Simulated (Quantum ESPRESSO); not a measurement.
# Collinear magnetic orders of MnS (Browneite) with Quantum ESPRESSO, part 2 of 2

Wanted: the moments of MnS (Browneite) and the energy of each order that was tried.

Quantum ESPRESSO 7.5; PBEsol with U = 4 eV on Mn d (ortho-atomic projectors); plane waves with GBRV 1.5 PBEsol potentials, no spin-orbit coupling.

So far: Starting point; Start 1: ferro +.

## 3. Start 2: antiferro q=(0,0,1/2) +−

The cell is doubled to 4 atoms to hold this order. The wavevector q is in fractions of the reciprocal vectors of the crystal's primitive cell, as the cells of these inputs are built from it; moments change sign between cells as cos(2π q·R).

Contents of pw.in:

```
&CONTROL
  calculation = 'scf'
  prefix = 'pwscf'
  outdir = './tmp'
  pseudo_dir = './pseudo'
  disk_io = 'nowf'
/
&SYSTEM
  ibrav = 0
  celldm(1) = 8
  nat = 4
  ntyp = 3
  ecutwfc = 40
  ecutrho = 280
  nbnd = 30
  occupations = 'smearing'
  smearing = 'fd'
  degauss = 0.00146997
  nspin = 2
  starting_magnetization(1) = 0.3
  starting_magnetization(2) = -0.3
  starting_magnetization(3) = 0
/
&ELECTRONS
  conv_thr = 8d-09
  electron_maxstep = 150
  mixing_beta = 0.3
/
ATOMIC_SPECIES
Mn1    54.9380 mn_pbesol_v1.5.uspp.F.UPF
Mn2    54.9380 mn_pbesol_v1.5.uspp.F.UPF
S      32.0600 s_pbesol_v1.4.uspp.F.UPF
CELL_PARAMETERS alat
   0.0000000000000    0.6614041436190    0.6614041436190
   0.6614041436190    0.0000000000000    0.6614041436190
   1.3228082872380    1.3228082872380    0.0000000000000
ATOMIC_POSITIONS crystal
Mn1     0.0000000000    0.0000000000    0.0000000000
Mn2     0.0000000000    0.0000000000    0.5000000000
S       0.2500000000    0.2500000000    0.1250000000
S       0.2500000000    0.2500000000    0.6250000000
K_POINTS automatic
10 10 5 0 0 0
HUBBARD {ortho-atomic}
U Mn1-3d 4.0000
U Mn2-3d 4.0000
```

Launch:

```
$ OMP_NUM_THREADS=1 mpirun -n 4 pw.x -nk 4 -in pw.in > pw.out
```

Log:

```text
[banner, memory and clock lines left out]
Program PWSCF v.7.5 starts

     Message from routine setup:
     using ibrav=0 with symmetry is DISCOURAGED, use correct ibrav instead

     bravais-lattice index     =            0
     lattice parameter (alat)  =       8.0000  a.u.
     unit-cell volume          =     592.5578 (a.u.)^3
     number of atoms/cell      =            4
     number of atomic types    =            3
     number of electrons       =        42.00
     number of Kohn-Sham states=           30
     kinetic-energy cutoff     =      40.0000  Ry
     charge density cutoff     =     280.0000  Ry
     scf convergence threshold =      8.0E-09
     mixing beta               =       0.3000
     number of iterations used =            8  plain     mixing
     Exchange-correlation= SLA  PW   PSX  PSC
                           (   1   4  10   8   0   0   0)
     Hubbard projectors: ortho-atomic
     Hubbard parameters of DFT+U (Dudarev formulation) in eV:
     U(Mn1-3d) =  4.0000
     U(Mn2-3d) =  4.0000

     Internal variables: lda_plus_u =T, lda_plus_u_kind = 0

     Internal variables: orbital_resolved =F, hub_pot_fix =F, apply_U = F

     celldm(1)=   8.000000  celldm(2)=   0.000000  celldm(3)=   0.000000
     celldm(4)=   0.000000  celldm(5)=   0.000000  celldm(6)=   0.000000

     crystal axes: (cart. coord. in units of alat)
               a(1) = (   0.000000   0.661404   0.661404 )
               a(2) = (   0.661404   0.000000   0.661404 )
               a(3) = (   1.322808   1.322808   0.000000 )

     reciprocal axes: (cart. coord. in units 2 pi/alat)
               b(1) = ( -0.755967  0.755967  0.755967 )
               b(2) = (  0.755967 -0.755967  0.755967 )
               b(3) = (  0.377984  0.377984 -0.377984 )

     PseudoPot. # 1 for Mn read from file:
     mn_pbesol_v1.5.uspp.F.UPF
     Pseudo is Ultrasoft + core correction, Zval = 15.0

     PseudoPot. # 2 for Mn read from file:
     mn_pbesol_v1.5.uspp.F.UPF
     Pseudo is Ultrasoft + core correction, Zval = 15.0

     PseudoPot. # 3 for S  read from file:
     s_pbesol_v1.4.uspp.F.UPF
     Pseudo is Ultrasoft + core correction, Zval =  6.0

     atomic species   valence    mass     pseudopotential
     Mn1              15.00    54.93800     Mn( 1.00)
     Mn2              15.00    54.93800     Mn( 1.00)
     S                 6.00    32.06000     S ( 1.00)

     Starting magnetic structure
     atomic species   magnetization
     Mn1             0.300
     Mn2            -0.300
     S               0.000

      6 Sym. Ops. (no inversion) found

   Cartesian axes

     site n.     atom                  positions (alat units)
         1        Mn1    tau(   1) = (   0.0000000   0.0000000   0.0000000  )
         2        Mn2    tau(   2) = (   0.6614041   0.6614041   0.0000000  )
         3        S      tau(   3) = (   0.3307021   0.3307021   0.3307021  )
         4        S      tau(   4) = (   0.9921062   0.9921062   0.3307021  )

     number of k points=    58  Fermi-Dirac smearing, width (Ry)=  0.0015
                       cart. coord. in units 2pi/alat
        k(    1) = (   0.0000000   0.0000000   0.0000000), wk =   0.0020000
        k(    2) = (   0.0755967   0.0755967  -0.0755967), wk =   0.0040000
        k(    3) = (   0.1511935   0.1511935  -0.1511935), wk =   0.0040000
        k(    4) = (   0.0755967  -0.0755967   0.0755967), wk =   0.0120000
        k(    5) = (   0.1511935  -0.0000000   0.0000000), wk =   0.0120000
        [... 53 further k-points ...]

     Dense  grid:    46823 G-vectors     FFT dimensions: (  40,  40,  80)

     Smooth grid:    20221 G-vectors     FFT dimensions: (  32,  32,  64)

     Check: negative core charge=   -0.000032
     Generating pointlists ...
     new r_m :   0.2363 (alat units)  1.8902 (a.u.) for type    1
     new r_m :   0.2363 (alat units)  1.8902 (a.u.) for type    2
     new r_m :   0.2363 (alat units)  1.8902 (a.u.) for type    3

     Initial potential from superposition of free atoms

     starting charge      40.9998, renormalised to      42.0000

     STARTING HUBBARD OCCUPATIONS:

     =================== HUBBARD OCCUPATIONS ===================
     ------------------------ ATOM    1 ------------------------
     Tr[ns(  1)] (up, down, total) =   5.00000  0.00000  5.00000
     Atomic magnetic moment for atom   1 =   5.00000
     [... lines left out ...]
     ------------------------ ATOM    2 ------------------------
     Tr[ns(  2)] (up, down, total) =   0.00000  5.00000  5.00000
     Atomic magnetic moment for atom   2 =  -5.00000
     [... lines left out ...]
     Number of occupied Hubbard levels =   10.0000

     Atomic wfc used for Hubbard projectors are orthogonalized

     Starting wfcs are   34 randomized atomic wfcs

     Self-consistent Calculation

     iteration #  1     ecut=    40.00 Ry     beta= 0.30
     Davidson diagonalization with overlap
     ethr =  1.00E-02,  avg # of iterations =  4.5

     =================== HUBBARD OCCUPATIONS ===================
     ------------------------ ATOM    1 ------------------------
     Tr[ns(  1)] (up, down, total) =   4.80993  0.16712  4.97705
     Atomic magnetic moment for atom   1 =   4.64281
     [... lines left out ...]
     ------------------------ ATOM    2 ------------------------
     Tr[ns(  2)] (up, down, total) =   0.16713  4.81012  4.97725
     Atomic magnetic moment for atom   2 =  -4.64300
     [... lines left out ...]
     Number of occupied Hubbard levels =    9.9543

     total energy              =    -469.98872473 Ry
     estimated scf accuracy    <       1.03021403 Ry

     total magnetization       =    -0.00 Bohr mag/cell
     absolute magnetization    =     9.60 Bohr mag/cell

     iteration #  2     ecut=    40.00 Ry     beta= 0.30
     Davidson diagonalization with overlap
     ethr =  2.45E-03,  avg # of iterations =  2.0

     total energy              =    -470.16761274 Ry
     estimated scf accuracy    <       0.05136394 Ry

     total magnetization       =    -0.00 Bohr mag/cell
     absolute magnetization    =     9.69 Bohr mag/cell

     [... further iterations left out ...]

     iteration # 12     ecut=    40.00 Ry     beta= 0.30
     Davidson diagonalization with overlap
     ethr =  2.07E-10,  avg # of iterations =  2.0

     negative rho (up, down):  5.259E-04 5.259E-04

     total energy              =    -470.19047535 Ry
     estimated scf accuracy    <       0.00000003 Ry

     total magnetization       =    -0.00 Bohr mag/cell
     absolute magnetization    =     9.72 Bohr mag/cell

     iteration # 13     ecut=    40.00 Ry     beta= 0.30
     Davidson diagonalization with overlap
     ethr =  8.29E-11,  avg # of iterations =  2.9

     negative rho (up, down):  5.258E-04 5.258E-04

     Magnetic moment per site  (integrated on atomic sphere of radius R)
     atom   1 (R=0.236)  charge= 12.9080  magn=  4.3008
     atom   2 (R=0.236)  charge= 12.9080  magn= -4.3008
     atom   3 (R=0.236)  charge=  4.2239  magn=  0.0204
     atom   4 (R=0.236)  charge=  4.2239  magn= -0.0204

     End of self-consistent calculation

     =================== HUBBARD OCCUPATIONS ===================
     ------------------------ ATOM    1 ------------------------
     Tr[ns(  1)] (up, down, total) =   4.94735  0.29955  5.24690
     Atomic magnetic moment for atom   1 =   4.64781
     [... lines left out ...]
     ------------------------ ATOM    2 ------------------------
     Tr[ns(  2)] (up, down, total) =   0.29955  4.94735  5.24690
     Atomic magnetic moment for atom   2 =  -4.64781
     [... lines left out ...]
     Number of occupied Hubbard levels =   10.4938

     Number of k-points >= 100: set verbosity='high' to print the bands.

     the Fermi energy is     7.4639 ev

!    total energy              =    -470.19047537 Ry
     estimated scf accuracy    <          2.0E-09 Ry
     smearing contrib. (-TS)   =       0.00000000 Ry
     internal energy E=F+TS    =    -470.19047537 Ry

     The total energy is F=E-TS. E is the sum of the following terms:
     one-electron contribution =    -315.56561336 Ry
     hartree contribution      =     168.35820836 Ry
     xc contribution           =     -69.64245850 Ry
     ewald contribution        =    -253.43760863 Ry
     Hubbard energy            =       0.09699675 Ry

     total magnetization       =     0.00 Bohr mag/cell
     absolute magnetization    =     9.72 Bohr mag/cell

     convergence has been achieved in  13 iterations
```

The job ended after 57 s (4 MPI ranks of Intel Xeon at 2.70GHz, shared host; peak memory 0.67 GiB; 3.8 min of CPU time).

Spin moment in the atom's sphere by atom:

```csv
atom,spin moment in the atom's sphere (μB)
Mn1,4.30
Mn2,-4.30
S3,0.02
S4,-0.02
```

This step gave:

```
smearing term TS       : 0 eV
magnetization          : 0 μB
absolute magnetization : 9.717 μB
final state            : antiferromagnetic
```

## 4. Run 3 (antiferro q=(0,1/2,1/2) +−)

This order needs a doubled cell of 4 atoms.

pw.in: that of step 3 with these lines changed.

```diff
@@ -34,11 +34,11 @@
    0.0000000000000    0.6614041436190    0.6614041436190
-   0.6614041436190    0.0000000000000    0.6614041436190
-   1.3228082872380    1.3228082872380    0.0000000000000
+   1.3228082872380    0.0000000000000    1.3228082872380
+   1.3228082872380    0.6614041436190    0.6614041436190
 ATOMIC_POSITIONS crystal
 Mn1     0.0000000000    0.0000000000    0.0000000000
-Mn2     0.0000000000    0.0000000000    0.5000000000
-S       0.2500000000    0.2500000000    0.1250000000
-S       0.2500000000    0.2500000000    0.6250000000
+Mn2     0.0000000000    0.5000000000    0.0000000000
+S       0.2500000000    0.0000000000    0.2500000000
+S       0.2500000000    0.5000000000    0.2500000000
 K_POINTS automatic
-10 10 5 0 0 0
+10 5 10 0 0 0
 HUBBARD {ortho-atomic}
```

Log:

```text
     [... lines left out ...]
Program PWSCF v.7.5 starts
     [... lines left out ...]
     number of atoms/cell      =            4
     [... lines left out ...]
     number of electrons       =        42.00
     number of Kohn-Sham states=           30
     kinetic-energy cutoff     =      40.0000  Ry
     charge density cutoff     =     280.0000  Ry
     scf convergence threshold =      8.0E-09
     [... lines left out ...]
      8 Sym. Ops. (no inversion) found
     [... lines left out ...]
     number of k points=    63  Fermi-Dirac smearing, width (Ry)=  0.0015
     [... lines left out ...]
     iteration # 13     ecut=    40.00 Ry     beta= 0.30
     [... lines left out ...]
     Magnetic moment per site  (integrated on atomic sphere of radius R)
     atom   1 (R=0.236)  charge= 12.9089  magn=  4.2841
     atom   2 (R=0.236)  charge= 12.9089  magn= -4.2841
     atom   3 (R=0.236)  charge=  4.2217  magn= -0.0000
     atom   4 (R=0.236)  charge=  4.2217  magn=  0.0000
     [... lines left out ...]
     Tr[ns(  1)] (up, down, total) =   4.94497  0.31027  5.25524
     [... lines left out ...]
     Tr[ns(  2)] (up, down, total) =   0.31027  4.94497  5.25524
     [... lines left out ...]
     the Fermi energy is     7.4343 ev
!    total energy              =    -470.19383028 Ry
     estimated scf accuracy    <          1.8E-10 Ry
     smearing contrib. (-TS)   =       0.00000000 Ry
     [... lines left out ...]
     total magnetization       =    -0.00 Bohr mag/cell
     absolute magnetization    =     9.65 Bohr mag/cell
     convergence has been achieved in  13 iterations
```

Wall time 89 s (4 MPI ranks); peak memory 0.78 GiB.

Spin moment in the atom's sphere by atom:

```
atom  spin moment in the atom's sphere (μB)
 Mn1                                   4.28
 Mn2                                  -4.28
  S3                                   0.00
  S4                                   0.00
```

This step gave:

```yaml
smearing_term_ts: 0 eV
magnetization: 0 μB
absolute_magnetization: 9.653 μB
final_state: antiferromagnetic
```

## 5. Run 4, typed as antiferro q=(0,0,1/2) +−

This order needs a doubled cell of 4 atoms.

pw.in: that of step 4 with these lines changed.

```diff
@@ -34,11 +34,11 @@
    0.0000000000000    0.6614041436190    0.6614041436190
-   1.3228082872380    0.0000000000000    1.3228082872380
-   1.3228082872380    0.6614041436190    0.6614041436190
+   0.6614041436190    0.0000000000000    0.6614041436190
+   1.3228082872380    1.3228082872380    0.0000000000000
 ATOMIC_POSITIONS crystal
 Mn1     0.0000000000    0.0000000000    0.0000000000
-Mn2     0.0000000000    0.5000000000    0.0000000000
-S       0.2500000000    0.0000000000    0.2500000000
-S       0.2500000000    0.5000000000    0.2500000000
+Mn2     0.0000000000    0.0000000000    0.5000000000
+S       0.2500000000    0.2500000000    0.1250000000
+S       0.2500000000    0.2500000000    0.6250000000
 K_POINTS automatic
-10 5 10 0 0 0
+10 10 5 0 0 0
 HUBBARD {ortho-atomic}
```

Log:

```text
     [... lines left out ...]
Program PWSCF v.7.5 starts
     [... lines left out ...]
     number of atoms/cell      =            4
     [... lines left out ...]
     number of electrons       =        42.00
     number of Kohn-Sham states=           30
     kinetic-energy cutoff     =      40.0000  Ry
     charge density cutoff     =     280.0000  Ry
     scf convergence threshold =      8.0E-09
     [... lines left out ...]
      6 Sym. Ops. (no inversion) found
     [... lines left out ...]
     number of k points=    58  Fermi-Dirac smearing, width (Ry)=  0.0015
     [... lines left out ...]
     iteration # 13     ecut=    40.00 Ry     beta= 0.30
     [... lines left out ...]
     Magnetic moment per site  (integrated on atomic sphere of radius R)
     atom   1 (R=0.236)  charge= 12.9080  magn=  4.3008
     atom   2 (R=0.236)  charge= 12.9080  magn= -4.3008
     atom   3 (R=0.236)  charge=  4.2239  magn=  0.0204
     atom   4 (R=0.236)  charge=  4.2239  magn= -0.0204
     [... lines left out ...]
     Tr[ns(  1)] (up, down, total) =   4.94735  0.29955  5.24690
     [... lines left out ...]
     Tr[ns(  2)] (up, down, total) =   0.29955  4.94735  5.24690
     [... lines left out ...]
     the Fermi energy is     7.4639 ev
!    total energy              =    -470.19047537 Ry
     estimated scf accuracy    <          2.0E-09 Ry
     smearing contrib. (-TS)   =       0.00000000 Ry
     [... lines left out ...]
     total magnetization       =     0.00 Bohr mag/cell
     absolute magnetization    =     9.72 Bohr mag/cell
     convergence has been achieved in  13 iterations
```

Wall time 55 s (4 MPI ranks); peak memory 0.67 GiB.

Read from the output:

- smearing term TS: 0 eV
- magnetization: 0 μB
- absolute magnetization: 9.717 μB
- final state: antiferromagnetic
- largest moment: 4.301 μB

## 6. Energies of the orders

An order is kept where moments of 0.15 μB or more survive with the typed signs; meshes match where a doubled cell samples the same k points as the first cell.

Orders:

```
                     start        final state  typed order kept  energy over the lowest (meV a seeded atom)  largest site moment (μB)  net moment (μB a cell of the first run)  mesh matched  CPU time (s)
                   ferro +      ferromagnetic               yes                                       99.43                     4.356                                        5           yes         46.56
  antiferro q=(0,0,1/2) +-  antiferromagnetic               yes                                       22.82                     4.301                                        0           yes           225
antiferro q=(0,1/2,1/2) +-  antiferromagnetic               yes                                           0                     4.284                                        0           yes         351.3
  antiferro q=(0,0,1/2) +-  antiferromagnetic               yes                                       22.82                     4.301                                        0           yes         218.1
```

## 7. Occupations of the corrected shells in the lowest state

Occupations of the Hubbard shells:

```csv
block,type,shell,spin,electrons,occupation numbers
1,Mn1,3d,up,4.945,0.984 0.985 0.985 0.995 0.995
1,Mn1,3d,down,0.3103,0.027 0.030 0.082 0.082 0.089
2,Mn2,3d,up,0.3103,0.027 0.030 0.082 0.082 0.089
2,Mn2,3d,down,4.945,0.984 0.985 0.985 0.995 0.995
```

## 8. Outcome

```yaml
lowest_state_found: antiferromagnetic (from antiferro q=(0,1/2,1/2) +-)
largest_site_moment: 4.28 μB
next_state_with_moments: antiferromagnetic, 22.8 meV a seeded atom higher
```

This is the lowest of 4 collinear or spinless starts, no proof of the ground state.

[Logs and program files are shortened in this print: banners, set-up blocks, solver, clock and traceback lines can be left out without a mark of their own.]

[Logs are printed without paths, hosts, clocks, repeated set-up lines and the standing remarks that a program may print on its own settings, such as how far it seeks lower states.]

[Hosts, paths, dates, database ids (printed as entryN), source tags and the programs' standing remarks are cut or masked in the printed files.]

[Where a cell is said to come from a database of computed structures, the database is the Materials Project.]
